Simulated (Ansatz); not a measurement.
# SmPbCu: which shell does photoemission see at 21.2 and 600 eV? (LDA)

The valence band of SmPbCu mixes several shells. Work out by hand which one leads the spectrum's area at each photon energy.

Filled states come from the projected DOS of Ansatz 0.2.0 (LDA+U, plane waves); cross sections σ and asymmetry parameters β are those of free atoms in a Dirac–Hartree–Slater calculation. A shell's area is states × σ × angular factor, which is 1 − β·P₂(cos θ)/2 for unpolarised light, with θ = 54.7° from the beam and P₂ = 0.001.

**At 21.2 eV** (states counted from 11.2 eV below the zero; other shells add 0.99 to the products' sum of 33.9):

```
shell  filled states a cell  cross section (Mb an electron)      β  angular factor  product  share by hand (%)  share in the simulated spectrum (%)
Pb 6p                  5.42                           0.992   1.89            1.00     5.38                 16                                   16
Pb 5d                  0.05                               0   0.00            1.00        0                  0                                    0
Sm 5d                  3.42                            2.67   0.68            1.00     9.14                 27                                   27
Sm 4f                 11.92                           0.243   1.45            1.00     2.89                  9                                    9
Cu 3d                 19.43                           0.796  -0.20            1.00     15.5                 46                                   45
```

**At 600 eV** (states counted from 20.2 eV below the zero; other shells add 0.087 to the products' sum of 1.08):

| shell | filled states a cell | cross section (Mb an electron) | β | angular factor | product | share by hand (%) | share in the simulated spectrum (%) |
| --- | --- | --- | --- | --- | --- | --- | --- |
| Pb 6p | 5.62 | 0.000973 | 1.04 | 1.00 | 0.00546 | 1 | 1 |
| Pb 5d | 19.93 | 0.0118 | 0.68 | 1.00 | 0.234 | 22 | 21 |
| Sm 5d | 3.53 | 0.00293 | 1.14 | 1.00 | 0.0103 | 1 | 1 |
| Sm 4f | 11.92 | 0.0365 | 1.00 | 1.00 | 0.435 | 40 | 40 |
| Cu 3d | 19.47 | 0.016 | 1.21 | 1.00 | 0.311 | 29 | 29 |

Cu 3d leads at 21.2 eV and Sm 4f at 600 eV. Between the two energies σ of Cu 3d changes by a factor 0.020 and that of Sm 4f by 0.15, so their ratio moves 7.5-fold in favour of the second. The simulated spectrum uses the same rule on the energy-resolved DOS, so the two share columns agree within a few points.

Only crystals where the two columns agree within 4 points and the lead is clear are worked in this form. Free-atom cross sections ignore the solid's final states, no escape depth or background enters, and the count of states a shell hangs on the projection.

[Logs are printed without paths, hosts, clocks, repeated set-up lines and the standing remarks that a program may print on its own settings, such as how far it seeks lower states.]
